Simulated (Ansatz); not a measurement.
# Ag (Fm-3m): phonon-mediated transition temperature

Aim: the phonon-mediated transition temperature of Ag (Fm-3m) at ambient pressure, over a range of μ*. The cell shown first is a relaxed one, from steps not shown here.

Method: DFT PBE, scalar-relativistic, plane waves, PAW; PAW set soft_1, in Ansatz 0.2.0.

**1. The cell after earlier relaxation steps**

The structure is cubic, space group Fm-3m (No. 225). The conventional cell has a = 4.151 Å, b = 4.151 Å, c = 4.151 Å, α = 90.00°, β = 90.00°, γ = 90.00°. Nearest to Ag lie 12 Ag at 2.94 Å.

**2. Coupling and resistivity: q 4×4×4, k 16×16×16, scattering 24×24×24**

The run that gives the couplings also evaluates McMillan's and Allen and Dynes's formulas and, where asked, the Eliashberg equations, over a range of μ*.

input.yaml

```yaml
crystal:
  lattice:
    - [0.0, 2.0756899872, 2.0756899872]
    - [2.0756899872, 0.0, 2.0756899872]
    - [2.0756899872, 2.0756899872, 0.0]
  atoms:
    - { symbol: Ag, position: [0.0, 0.0, 0.0] }
kpoints:
  mp_grid: { grid: [16, 16, 16] }
hamiltonian:
  xc: pbe
  pseudopotentials: { kind: paw, azcp: { folder: soft_1 } }
scf:
  occupations: { method: methfessel_paxton, width: 0.2 }
output:
  eigenvalues: true
phonons:
  method: dfpt
  qmesh: [4, 4, 4]
  temperatures: { t_max: 1000, t_step: 50 }
  qpath:
    path:
      - [[0.0, 0.0, 0.0], [0.5, 0.0, 0.5], [0.625, 0.25, 0.625]]
      - [[0.375, 0.375, 0.75], [0.0, 0.0, 0.0], [0.5, 0.5, 0.5], [0.5, 0.25, 0.75], [0.5, 0.0, 0.5]]
    npoints: 6
  electrical_resistivity:
    mesh: [24, 24, 24]
    temperatures: [20.0, 50.0, 80.0, 100.0, 150.0, 200.0, 273.0, 300.0, 400.0, 500.0, 600.0, 800.0]
  superconductivity: { mesh: [24, 24, 24] }
```

Command:

```console
$ ansatz run input.yaml --threads 16 --pin off --max-ram 92160MiB --backend cuda --events-out ev --progress --plain --runs-dir out --max-vram 78GiB
```

Numbers of over 12 decimals in the logs are rounded to 6 here.

Log:

```text
Engine: ansatz 0.2.0, aarch64-unknown-linux-gnu
Pseudopotentials: kind: paw
Pseudopotential: Ag, paw, valence charge 19, recommended cutoff 420 eV (normal), soft_1/Ag.paw.azcp
Functional definition: PBE
  parameter kappa = 0.804
  parameter beta = 0.066725
  exchange = pbe_x(kappa = kappa, mu = beta*pi^2/3)
  correlation = pbe_c(beta = beta)
[...]
Crystal: 1 atoms, lattice volume = 17.886 Å³
Basis set: ecut = 420 eV, 339 PW (Γ), exchange–correlation on 40×40×40 points (8 copies of the dense FFT grid, shifted against one another)
Bands: 14, of which v1, the nominal top of the filled ones, is band 10 counted from 1 (9 counted from 0)
Symmetry: 48 space group operations
k-points: 145 of 4096
Non-local potential: Ag, projectors of the file, l = 0: 3, l = 1: 2, l = 2: 2, l = 3: 1
PAW form: soft (Blöchl's): semilocal exchange-correlation on the pseudo side does not see the compensation charge
PAW one-centre angular grid: Ag, 590 points (default); XC on 64 Gauss nodes
Initial density: superposition of atomic densities (chi_scale 0.1, normalization cell)
Initial wavefunctions: pseudopotential atomic-orbital guess
[...]
Functional: x = pbe(κ = 0.804, μ = 0.219515), c = pbe(β = 0.066725)
SCF iter   1: F=—  HF=-7590.844869 eV  |F-HF|=—  |Δ(HF+E_count)|=         —  Δρ=6.70e-2  dr2=8.76e-1  ethr=3.10e-3  ⟨swp⟩=4.2  Hψ=9836  notcnv=0
preconditioner: auto → none  [metal: Δε(μ)=0.080 eV  Ē_g=15.207 eV  σ=0.200 eV  W_gap=0.33  n_scr=8 (ndim 8)  ℏωp=29.1 eV  f_vac=0.000  D(μ)=0.25/eV (n_scr^D=0)  sad-step TF]
SCF iter   2: F=—  HF=-7590.640835 eV  |F-HF|=—  |Δ(HF+E_count)|=   2.04e-1  S|Δr|=    0.00e0  Δρ=2.29e-2  dr2=1.04e-1  ethr=3.10e-3  ⟨swp⟩=2.5  Hψ=4095  notcnv=0
[...]
SCF iter   7: F=-7590.615610 eV  HF=-7590.615610 eV  |F-HF|=9.09e-12  |Δ(HF+E_count)|=  8.18e-10  S|Δr|=    0.00e0  Δρ=2.71e-7  dr2=3.74e-12  ethr=1.00e-12  ⟨swp⟩=4.7  Hψ=9641  notcnv=0
SCF 1 converged in 7 iterations: F = -7590.615610 eV  dr2 = 3.74e-12
  greatest PAW one-centre occupation: 1.001 electrons in one spin orbital (limit 2), on the Ag atom at site 0 (counted from 0), in its partial waves of l = 0
[...]
NSCF: frozen V_eff on 145 k-points, pencils in batches of 32, up to order 56
[...]
NSCF: frozen V_eff on 145 k-points
[...]
DFPT response loops at q = (0, 0, 0) (fractional): preconditioner auto → Kerker (q_TF=auto, 2.756 Å⁻¹) (partly filled bands, converged f_vac=0.000); β = 1.00, the filter's whole step (`scf.mixing.beta` (0.50) is not read by the response loops under this deck's `scf.mixing.preconditioner`; to damp them name `kerker` or `kerker_dos`, under which they read `scf.mixing.beta`, and type it under 1.00, their step now; both keys bind the ground state too); Anderson in place of MSR1; while a model of the screening serves, it and β = 1 on shorter waves in the place of filter and β
[...]
NSCF: frozen V_eff on 145 k-points
[...]
DFPT response loops at q = (0, 0, 0.25) (fractional): mixed as the last ones told, above
[...]
DFPT response loops at q = (0, 0, -0.5) (fractional): mixed as the last ones told, above
[...]
DFPT response loops at q = (0, 0.25, 0.25) (fractional): mixed as the last ones told, above
[...]
DFPT response loops at q = (0, 0.25, -0.5) (fractional): mixed as the last ones told, above
[...]
DFPT response loops at q = (0, 0.25, -0.25) (fractional): mixed as the last ones told, above
[...]
DFPT response loops at q = (0, -0.5, -0.5) (fractional): mixed as the last ones told, above
[...]
DFPT response loops at q = (0.25, -0.5, -0.25) (fractional): mixed as the last ones told, above
[...]
SCF iter   1: F=—  HF=-7590.844869 eV  |F-HF|=—  |Δ(HF+E_count)|=         —  Δρ=6.70e-2  dr2=8.76e-1  ethr=3.10e-3  ⟨swp⟩=4.2  Hψ=9836  notcnv=0
SCF iter   2: F=—  HF=-7590.640835 eV  |F-HF|=—  |Δ(HF+E_count)|=   2.04e-1  S|Δr|=    0.00e0  Δρ=2.29e-2  dr2=1.04e-1  ethr=3.10e-3  ⟨swp⟩=2.5  Hψ=4095  notcnv=0
SCF iter   3: F=—  HF=-7590.614742 eV  |F-HF|=—  |Δ(HF+E_count)|=   2.61e-2  S|Δr|=    0.00e0  Δρ=5.92e-3  dr2=4.46e-3  ethr=5.46e-4  ⟨swp⟩=1.5  Hψ=2401  notcnv=0
SCF iter   4: F=—  HF=-7590.615413 eV  |F-HF|=—  |Δ(HF+E_count)|=   6.70e-4  S|Δr|=    0.00e0  Δρ=1.48e-3  dr2=3.16e-4  ethr=2.35e-5  ⟨swp⟩=2.4  Hψ=4449  notcnv=0
[...]
SCF 2 converged in 7 iterations: F = -7590.615610 eV  dr2 = 3.71e-12
[...]
SCF converged after 7 iterations
[...]
mean free path at 20 K (of a tensor a third of its trace): 21575 nm by what each carries, 15886 by the Fermi surface alone
  Hall coefficient in a weak field at 20 K (a third of the trace): -1.059e-10 m³/C (as a tensor it moves by 4.3 % between the two finest meshes); by each state's relaxation time: -1.075e-10 m³/C; by a constant relaxation time: -8.756e-11 m³/C
  mean free path at 50 K (of a tensor a third of its trace): 656 nm by what each carries, 569 by the Fermi surface alone
  Hall coefficient in a weak field at 50 K (a third of the trace): -9.593e-11 m³/C (as a tensor it moves by 4.3 % between the two finest meshes); by each state's relaxation time: -9.422e-11 m³/C; by a constant relaxation time: -8.761e-11 m³/C
  mean free path at 80 K (of a tensor a third of its trace): 239 nm by what each carries, 224 by the Fermi surface alone
  Hall coefficient in a weak field at 80 K (a third of the trace): -8.892e-11 m³/C (as a tensor it moves by 3.9 % between the two finest meshes); by each state's relaxation time: -8.966e-11 m³/C; by a constant relaxation time: -8.751e-11 m³/C
  mean free path at 100 K (of a tensor a third of its trace): 168 nm by what each carries, 160 by the Fermi surface alone
  Hall coefficient in a weak field at 100 K (a third of the trace): -8.731e-11 m³/C (as a tensor it moves by 3.7 % between the two finest meshes); by each state's relaxation time: -8.826e-11 m³/C; by a constant relaxation time: -8.743e-11 m³/C
  mean free path at 150 K (of a tensor a third of its trace): 99.0 nm by what each carries, 95.6 by the Fermi surface alone
  Hall coefficient in a weak field at 150 K (a third of the trace): -8.590e-11 m³/C (as a tensor it moves by 3.6 % between the two finest meshes); by each state's relaxation time: -8.697e-11 m³/C; by a constant relaxation time: -8.724e-11 m³/C
  mean free path at 200 K (of a tensor a third of its trace): 71.2 nm by what each carries, 69.0 by the Fermi surface alone
  Hall coefficient in a weak field at 200 K (a third of the trace): -8.549e-11 m³/C (as a tensor it moves by 3.6 % between the two finest meshes); by each state's relaxation time: -8.659e-11 m³/C; by a constant relaxation time: -8.710e-11 m³/C
  mean free path at 273 K (of a tensor a third of its trace): 51.0 nm by what each carries, 49.5 by the Fermi surface alone
  Hall coefficient in a weak field at 273 K (a third of the trace): -8.528e-11 m³/C (as a tensor it moves by 3.6 % between the two finest meshes); by each state's relaxation time: -8.641e-11 m³/C; by a constant relaxation time: -8.700e-11 m³/C
  mean free path at 300 K (of a tensor a third of its trace): 46.2 nm by what each carries, 44.8 by the Fermi surface alone
  Hall coefficient in a weak field at 300 K (a third of the trace): -8.526e-11 m³/C (as a tensor it moves by 3.6 % between the two finest meshes); by each state's relaxation time: -8.638e-11 m³/C; by a constant relaxation time: -8.698e-11 m³/C
  mean free path at 400 K (of a tensor a third of its trace): 34.3 nm by what each carries, 33.3 by the Fermi surface alone
  Hall coefficient in a weak field at 400 K (a third of the trace): -8.524e-11 m³/C (as a tensor it moves by 3.6 % between the two finest meshes); by each state's relaxation time: -8.636e-11 m³/C; by a constant relaxation time: -8.694e-11 m³/C
  mean free path at 500 K (of a tensor a third of its trace): 27.3 nm by what each carries, 26.5 by the Fermi surface alone
  Hall coefficient in a weak field at 500 K (a third of the trace): -8.528e-11 m³/C (as a tensor it moves by 3.5 % between the two finest meshes); by each state's relaxation time: -8.638e-11 m³/C; by a constant relaxation time: -8.694e-11 m³/C
  mean free path at 600 K (of a tensor a third of its trace): 22.7 nm by what each carries, 22.1 by the Fermi surface alone
  Hall coefficient in a weak field at 600 K (a third of the trace): -8.536e-11 m³/C (as a tensor it moves by 3.5 % between the two finest meshes); by each state's relaxation time: -8.642e-11 m³/C; by a constant relaxation time: -8.694e-11 m³/C
  mean free path at 800 K (of a tensor a third of its trace): 17.0 nm by what each carries, 16.5 by the Fermi surface alone
  Hall coefficient in a weak field at 800 K (a third of the trace): -8.559e-11 m³/C (as a tensor it moves by 3.4 % between the two finest meshes); by each state's relaxation time: -8.654e-11 m³/C; by a constant relaxation time: -8.696e-11 m³/C
  the resistivity times a path that all electrons share, by the Fermi surface of the deck's mesh alone (a third of the trace): 8.735e-16 Ω·m²
  not converged in the mesh (λ_tr): between neighbouring meshes, the two finest first, λ moves by 0.10 % and 4.19 %, λ_tr by 1.03 % and 7.21 % and the resistivity by up to 1.95 % and 0.86 %; an estimate, no bound, puts it up to 8.6e-7 % above the Boltzmann equation's exact value after up to 5 iterations (at most 30 are made, fewer where the estimate is under 1.0e-6 % of each spin channel's own resistivity)
  vibrations of 64 cells: unjudged by the run; compare a larger repeat
  the changes of the potential over all sites missed a rigid shift's by 0.00 % (the site terms' by 0.01 %)
  at the force constants' own smearing the fine mesh and the k-points of their solves give squared frequencies that differ by 1.6 % of the larger at the most, at (0, 0.25, -0.25)
--- Superconductivity: potentials and phonons of a 4×4×4 supercell ---
           mesh         λ    ħω_log (meV)  μ* declared at (meV)
       24×24×24    0.1424          11.744               13.129
       12×12×12    0.1423          11.783               13.131
          6×6×6    0.1482          11.818               13.088
  λ by the species' shares of the modes' patterns: Ag 0.1424
  with the Fermi level up to 19.6 meV (the hardest mode) off, states and modes as they are: density of states 0.1376 to 0.1377 /eV of one spin and cell, λ 0.1417 to 0.1432
  transition temperature on the deck's mesh (K), isotropic and anisotropic, restricted to the Fermi surface (FSR) and over the full bandwidth (FBW), and the last with the density of states resolved in a narrower window:
        μ*   McMillan   Allen–Dynes      iso. FSR      iso. FBW    aniso. FSR    aniso. FBW  narrow window
      0.08      0.000         0.000    none_found    none_found    none_found    none_found     none_found
      0.10      0.000         0.000    none_found    none_found    none_found    none_found     none_found
      0.12      0.000         0.000    none_found    none_found    none_found    none_found     none_found
      0.13      0.000         0.000    none_found    none_found    none_found    none_found     none_found
      0.14          -             -    none_found    none_found    none_found    none_found     none_found
      0.16          -             -    none_found    none_found    none_found    none_found     none_found
      0.20          -             -    none_found    none_found    none_found    none_found     none_found
  none_found: no transition down to 0.1 K
  isotope coefficients −∂ln Tc/∂ln M under μ* = 0.13, the force constants as they are, of the isotropic transitions restricted to the Fermi surface and over the full bandwidth: Ag - and -
  converged in the mesh: between neighbouring meshes, the two finest first, λ moves by 0.10 % and 4.19 % and the anisotropic transition temperature over the full bandwidth at μ* = 0.13 by nothing (neither mesh has one) and nothing (neither mesh has one); converged means that the two finest part by at most 2.00 % and 5.00 %
  vibrations of 64 cells: unjudged by the run; compare a larger repeat
  the changes of the potential over all sites missed a rigid shift's by 0.00 % (the site terms' by 0.01 %)
  at the force constants' own smearing the fine mesh and the k-points of their solves give squared frequencies that differ by 1.6 % of the larger at the most, at (0, 0.25, -0.25)
```

Run time: 16 s. Hardware: 1 × NVIDIA GB200 with 16 threads of Arm Neoverse V2, shared host; peak memory 2.7 GiB.

In the SCF lines HF is the Harris–Foulkes energy and dr2 the Hartree energy of the density residual, in eV; the loop may stop once dr2 is under the threshold and the program's other checks hold. Hψ counts applications of the Hamiltonian.

This step gave:

| Property | Result |
| --- | --- |
| volume per atom | 17.89 Å³/atom |
| metallic on mesh | yes |
| gap on the k-mesh | 0 eV |
| zero-point energy | 0.01890 eV/cell |
| share of imaginary modes in the plain interpolation between solved wavevectors | 0 |
| highest frequency, solved or plainly interpolated | 156.8 cm⁻¹ |
| Debye temperature (second moment) | 198 K |
| resistivity at 300 K | 1.949 μΩ cm |
| coupling constant λ | 0.1424 |
| density of states at the Fermi level | 0.1376 states/eV a spin and cell |
| log mean phonon energy ħω_log | 11.74 meV |
| transport coupling constant λ_tr | 0.1334, 0.1334, 0.1334 (xx, yy, zz) |
| Drude plasma energy | 8.946, 8.946, 8.946 eV (xx, yy, zz) |
| resistivity times mean free path | 8.735, 8.735, 8.735 × 10⁻¹⁶ Ω m² (xx, yy, zz) |
| second-moment phonon energy ħω₂ | 13.13 meV |
| coupling λ by branch | 0.0415, 0.0553, 0.0456 (branches by rank of frequency) |

An empty cell: under 1 mK by a formula, or no transition down to the floor of the Eliashberg search. Transition temperatures:

```tsv
μ*	McMillan Tc (K)	Allen–Dynes Tc (K)
0.08	-	-
0.1	-	-
0.12	-	-
0.13	-	-
0.14	-	-
0.16	-	-
0.2	-	-
```

**3. Resistivity: q 4×4×4, k 20×20×20, scattering 32×32×32**

The next rung changes the k mesh of the density and its response; the scattering mesh, which samples the Fermi surface.

Edit input.yaml of step 2 so:

```diff
@@ -8,3 +8,3 @@
 kpoints:
-  mp_grid: { grid: [16, 16, 16] }
+  mp_grid: { grid: [20, 20, 20] }
 hamiltonian:
@@ -26,4 +26,4 @@
   electrical_resistivity:
-    mesh: [24, 24, 24]
+    mesh: [32, 32, 32]
     temperatures: [20.0, 50.0, 80.0, 100.0, 150.0, 200.0, 273.0, 300.0, 400.0, 500.0, 600.0, 800.0]
-  superconductivity: { mesh: [24, 24, 24] }
+  superconductivity: { mesh: [32, 32, 32] }
```

Log:

```text
[...]
Crystal: 1 atoms, lattice volume = 17.886 Å³
Basis set: ecut = 420 eV, 339 PW (Γ), exchange–correlation on 40×40×40 points (8 copies of the dense FFT grid, shifted against one another)
Bands: 14, of which v1, the nominal top of the filled ones, is band 10 counted from 1 (9 counted from 0)
Symmetry: 48 space group operations
k-points: 256 of 8000
[...]
SCF iter   1: F=—  HF=-7590.845482 eV  |F-HF|=—  |Δ(HF+E_count)|=         —  Δρ=6.69e-2  dr2=8.73e-1  ethr=3.10e-3  ⟨swp⟩=4.1  Hψ=17471  notcnv=0
[...]
SCF iter   2: F=—  HF=-7590.641944 eV  |F-HF|=—  |Δ(HF+E_count)|=   2.04e-1  S|Δr|=    0.00e0  Δρ=2.29e-2  dr2=1.04e-1  ethr=3.10e-3  ⟨swp⟩=2.5  Hψ=7265  notcnv=0
[...]
SCF iter   7: F=-7590.616554 eV  HF=-7590.616554 eV  |F-HF|=9.09e-12  |Δ(HF+E_count)|=  7.68e-10  S|Δr|=    0.00e0  Δρ=2.79e-7  dr2=4.49e-12  ethr=1.00e-12  ⟨swp⟩=4.7  Hψ=16759  notcnv=0
SCF 1 converged in 7 iterations: F = -7590.616554 eV  dr2 = 4.49e-12
[...]
NSCF: frozen V_eff on 256 k-points, pencils in batches of 32, up to order 56
[...]
NSCF: frozen V_eff on 256 k-points
[...]
SCF iter   1: F=—  HF=-7590.845482 eV  |F-HF|=—  |Δ(HF+E_count)|=         —  Δρ=6.69e-2  dr2=8.73e-1  ethr=3.10e-3  ⟨swp⟩=4.1  Hψ=17471  notcnv=0
[...]
SCF iter   4: F=—  HF=-7590.616366 eV  |F-HF|=—  |Δ(HF+E_count)|=   6.55e-4  S|Δr|=    0.00e0  Δρ=1.48e-3  dr2=3.17e-4  ethr=2.38e-5  ⟨swp⟩=2.4  Hψ=7771  notcnv=0
[...]
SCF 2 converged in 7 iterations: F = -7590.616554 eV  dr2 = 4.52e-12
[...]
SCF converged after 7 iterations
[...]
vibrations of 64 cells: unjudged by the run; compare a larger repeat
[...]
--- Superconductivity: potentials and phonons of a 4×4×4 supercell ---
           mesh         λ    ħω_log (meV)  μ* declared at (meV)
       32×32×32    0.1440          11.706               13.122
       16×16×16    0.1437          11.744               13.134
          8×8×8    0.1469          11.774               13.068
  λ by the species' shares of the modes' patterns: Ag 0.1440
[...]
0.08      0.000         0.000    none_found    none_found    none_found    none_found     none_found
      0.10      0.000         0.000    none_found    none_found    none_found    none_found     none_found
      0.12      0.000         0.000    none_found    none_found    none_found    none_found     none_found
      0.13      0.000         0.000    none_found    none_found    none_found    none_found     none_found
      0.14          -             -    none_found    none_found    none_found    none_found     none_found
      0.16          -             -    none_found    none_found    none_found    none_found     none_found
      0.20          -             -    none_found    none_found    none_found    none_found     none_found
  none_found: no transition down to 0.1 K
[...]
vibrations of 64 cells: unjudged by the run; compare a larger repeat
[...]
```

The job ended after 28 s (1 × NVIDIA GB200 with 16 threads; peak memory 2.8 GiB; 4.8 min of CPU time).

This step gave:

```
zero-point energy                                 : 0.01895 eV/cell
highest frequency, solved or plainly interpolated : 157.0 cm⁻¹
resistivity at 300 K                              : 1.945 μΩ cm
coupling constant λ                               : 0.144
density of states at the Fermi level              : 0.1387 states/eV a spin and cell
log mean phonon energy ħω_log                     : 11.71 meV
transport coupling constant λ_tr                  : 0.1335, 0.1335, 0.1335 (xx, yy, zz)
Drude plasma energy                               : 8.957, 8.957, 8.957 eV (xx, yy, zz)
resistivity times mean free path                  : 8.7, 8.7, 8.7 × 10⁻¹⁶ Ω m² (xx, yy, zz)
second-moment phonon energy ħω₂                   : 13.12 meV
coupling λ by branch                              : 0.0412, 0.0561, 0.0467 (branches by rank of frequency)
```

An empty cell: under 1 mK by a formula, or no transition down to the floor of the Eliashberg search. Transition temperatures:

```tsv
μ*	McMillan Tc (K)	Allen–Dynes Tc (K)
0.08	-	-
0.1	-	-
0.12	-	-
0.13	-	-
0.14	-	-
0.16	-	-
0.2	-	-
```

The value for the highest frequency, solved or plainly interpolated stays at 157 cm⁻¹, as in step 2 (changed since: k-mesh 20×20×20 and scattering mesh 32×32×32).

(Part 1 of 2 ends here.)

[Logs are printed without paths, hosts, clocks, repeated set-up lines and the standing remarks that a program may print on its own settings, such as how far it seeks lower states.]

[Hosts, paths, dates, database ids (printed as entryN), source tags and the programs' standing remarks are cut or masked in the printed files.]
